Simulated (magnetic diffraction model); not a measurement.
## Which magnetic order? YbBi2S4I

Space group P4/mmm (no. 123), a = 4.3480 Å, c = 10.5120 Å.

```csv
site,atom,x,y,z
2h,Bi,1/2,1/2,0.2552
1a,Yb,0,0,0
1b,I,0,0,1/2
4i,S,0,1/2,0.1365
```

The compound is invented for this exercise: a known structure type with other elements, its cell scaled to their sizes and not relaxed.

Only Yb is taken to order (form factors of Yb3+); orders and moment sizes are assumed, and not adapted to the symmetry. Radiation: neutrons of λ = 2.36 Å, 8° to 100°; isotropic B of 0.22 Å² (Bi), 0.2 Å² (Yb), 0.27 Å² (I) and 0.34 Å² (S). Simulated constant-wavelength pattern: nuclear and magnetic terms add, the magnetic one as |2.695 fm × Σ f S⊥ exp(2πi Q·r) exp(−B s²)|², summed over all Q at one angle with the factor 1/(sin²θ cos θ). For collinear order S is the moment m, which repeats by lattice and centring translations R with the sign exp(−2πi k·R). Free-ion form factors, Sears's scattering lengths of 1992, no absorption; a label names one of the reflections at its angle. The strongest nuclear line in the range is 100, and lines under 0.2 are left out.

Above the ordering temperature:

| 2θ (°) | index | I |
| --- | --- | --- |
| 12.89 | (0 0 1) | 38.2 |
| 34.16 | (1 0 1) | 7.0 |
| 41.25 | (1 0 2) | 100.0 |
| 45.14 | (1 1 0) | 19.4 |
| 51.25 | (1 0 3) | 1.7 |
| 52.80 | (1 1 2) | 0.3 |
| 53.36 | (0 0 4) | 7.5 |
| 61.41 | (1 1 3) | 14.3 |
| 65.75 | (2 0 0) | 40.8 |
| 67.32 | (2 0 1) | 7.3 |
| 72.41 | (1 1 4) | 69.4 |
| 76.22 | (2 1 1) | 3.8 |
| 77.14 | (1 0 5) | 3.1 |
| 80.64 | (2 1 2) | 71.1 |
| 84.68 | (0 0 6) | 0.2 |
| 85.68 | (1 1 5) | 2.3 |
| 87.90 | (2 1 3) | 1.6 |
| 89.57 | (2 0 4) | 15.1 |
| 93.13 | (1 0 6) | 30.5 |

Below it (cell unchanged):

| 2θ (°) | I |
| --- | --- |
| 12.89 | 42.1 |
| 25.95 | 1.0 |
| 31.49 | 4.3 |
| 34.16 | 13.5 |
| 39.36 | 0.4 |
| 41.25 | 103.5 |
| 45.14 | 21.4 |
| 47.14 | 3.6 |
| 51.25 | 3.5 |
| 52.80 | 2.7 |
| 53.36 | 7.7 |
| 61.41 | 15.9 |
| 63.29 | 1.0 |
| 65.75 | 41.7 |
| 67.32 | 9.1 |
| 71.94 | 1.5 |
| 72.41 | 70.3 |
| 74.72 | 1.5 |
| 76.22 | 6.5 |
| 77.14 | 3.7 |
| 79.40 | 1.1 |
| 80.64 | 73.4 |
| 84.68 | 0.3 |
| 85.68 | 2.9 |
| 87.90 | 3.5 |
| 89.57 | 15.8 |
| 93.13 | 30.9 |
| 98.03 | 1.4 |

**Question.** Find the propagation vector, then choose among these models:
A. collinear moments along [100], 3.3 μB on Yb
B. collinear moments along [110], 3.3 μB on Yb
C. collinear moments along [111], 3.3 μB on Yb

No line moves, and magnetic intensity falls on nuclear lines such as the one at 34.16°; new lines at (1 0 0), (0 0 3) and (1 1 1) have whole indices that obey the lattice centring, at places with no nuclear intensity to speak of, so the magnetic cell equals the chemical primitive cell: k = 0.

Magnetic intensity, observed (below minus above) and for each model:

| 2θ (°) | index | observed | A | B | C |
| --- | --- | --- | --- | --- | --- |
| 12.89 | (0 0 1) | 3.9 | 15.1 | 15.1 | 3.9 |
| 25.95 | (0 0 2) | 0.9 | 3.7 | 3.7 | 0.9 |
| 31.49 | (1 0 0) | 4.3 | 2.5 | 2.5 | 4.3 |
| 34.16 | (1 0 1) | 6.5 | 4.8 | 4.8 | 6.5 |
| 39.36 | (0 0 3) | 0.4 | 1.6 | 1.6 | 0.4 |
| 47.14 | (1 1 1) | 3.5 | 2.3 | 2.3 | 3.5 |
| 51.25 | (1 0 3) | 1.8 | 2.9 | 2.9 | 1.8 |
| 76.22 | (2 1 1) | 2.8 | 1.7 | 1.7 | 2.8 |

Model C matches.

The structure used: k = (0 0 0), collinear moments along [111], 3.3 μB on Yb.

[Logs are printed without paths, hosts, clocks, repeated set-up lines and the standing remarks that a program may print on its own settings, such as how far it seeks lower states.]
